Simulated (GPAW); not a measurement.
Consider TiSe (Pnma).

```
Se Ti
1.0
     6.46200    0.00000    0.00000
     0.00000    3.49400    0.00000
     0.00000    0.00000    6.22200
Se Ti
4 4
Direct
  0.78000 0.75000 0.58000
  0.72000 0.25000 0.08000
  0.28000 0.75000 0.92000
  0.22000 0.25000 0.42000
  0.99000 0.75000 0.19000
  0.51000 0.25000 0.69000
  0.49000 0.75000 0.31000
  0.01000 0.25000 0.81000
```

Absorber: atom 1, with 1 Ti at 2.52 Å, 2 Ti at 2.56 Å, 2 Ti at 2.70 Å and 1 Ti at 2.78 Å (distorted trigonal prismatic, site symmetry m). Method: GPAW, LDA, excited-electron core hole (neutral cell), 16-atom cell with 7.0 Å between holes, 3×3×3 k points, dipole transitions, Gaussian full width 2.33 eV up to 4 eV, rising linearly to 3.5 eV at 25 eV.

Q: What does the Se K edge look like?

Main maxima up to 30 eV above the zero (height): 2.4 eV (1.44), 9.2 eV (1.44), 16.2 eV (0.80), 21.6 eV (1.00) and 27.6 eV (1.11). A K edge sees empty p states; the first features are Se p mixed into the empty d states of the Ti neighbours, and the broad ones above probably into the cations' higher empty bands. 

The Se K spectrum (energy from the lowest empty level; intensity scaled to a mean of 1 over the first 20 eV; polarised curves are means over the symmetry-equivalent atoms):

```tsv
E (eV)	isotropic	ε ∥ x	ε ∥ y	ε ∥ z
-2.00	0.01	0.01	0.01	0.01
-1.25	0.05	0.07	0.06	0.03
-0.50	0.19	0.21	0.22	0.13
0.25	0.48	0.47	0.57	0.39
1.00	0.90	0.81	1.03	0.87
1.75	1.31	1.11	1.37	1.44
2.50	1.43	1.23	1.36	1.71
3.25	1.22	1.14	1.06	1.45
4.00	0.95	1.03	0.79	1.02
4.75	0.89	1.09	0.73	0.85
5.50	1.01	1.28	0.84	0.92
6.25	1.14	1.44	0.98	1.01
7.00	1.22	1.51	1.08	1.07
7.75	1.29	1.51	1.20	1.17
8.50	1.39	1.46	1.38	1.33
9.25	1.44	1.32	1.57	1.44
10.00	1.37	1.15	1.58	1.38
10.75	1.19	1.02	1.38	1.18
11.50	1.00	0.94	1.10	0.96
12.25	0.86	0.88	0.88	0.80
13.00	0.77	0.81	0.76	0.73
13.75	0.73	0.75	0.72	0.73
14.50	0.74	0.71	0.75	0.76
15.25	0.77	0.71	0.79	0.81
16.00	0.80	0.73	0.81	0.84
16.75	0.79	0.75	0.80	0.81
17.50	0.76	0.77	0.76	0.75
18.25	0.74	0.79	0.72	0.70
19.00	0.76	0.81	0.73	0.73
19.75	0.83	0.85	0.80	0.83
20.50	0.92	0.90	0.91	0.95
21.25	0.99	0.93	1.00	1.03
22.00	0.99	0.93	1.02	1.03
22.75	0.94	0.90	0.97	0.96
23.50	0.88	0.87	0.88	0.89
24.25	0.85	0.88	0.81	0.87
25.00	0.88	0.92	0.79	0.92
25.75	0.95	0.99	0.85	1.01
26.50	1.04	1.06	0.97	1.09
27.25	1.10	1.10	1.08	1.11
28.00	1.10	1.13	1.13	1.05
28.75	1.06	1.13	1.09	0.96
29.50	1.01	1.14	1.00	0.89
30.25	0.97	1.14	0.90	0.86
31.00	0.95	1.13	0.85	0.89
31.75	0.97	1.11	0.85	0.95
```

The script folds with a Gaussian, whereas the core hole's own line is a Lorentzian, so the onset is too steep and the first peak too high. The unit cell's mesh shows no gap over 0.35 eV. That is right for a metallic compound; for a small-gap or correlated insulator it would be the fault of the functional or of the assumed magnetic order, and the hole would be screened too well. The mesh is coarse (0.38 Å⁻¹ between points), so small maxima may be mesh ripples. The structure is a published determination, not relaxed.

[Banner, clock and machine lines of the logs are left out without a mark of their own.]

[Logs are printed without paths, hosts, clocks, repeated set-up lines and the standing remarks that a program may print on its own settings, such as how far it seeks lower states.]

[Hosts, paths, dates, database ids (printed as entryN), source tags and the programs' standing remarks are cut or masked in the printed files.]

[Lists of maxima count a maximum above −3 eV only where it reaches 4 % of the highest in the window and stands out from its surroundings by 2 % of it (1.5 % where it reaches 55 %); shoulders and weaker maxima are passed over, and of the rest the first, up to two pre-edge ones and the few strongest are named.]
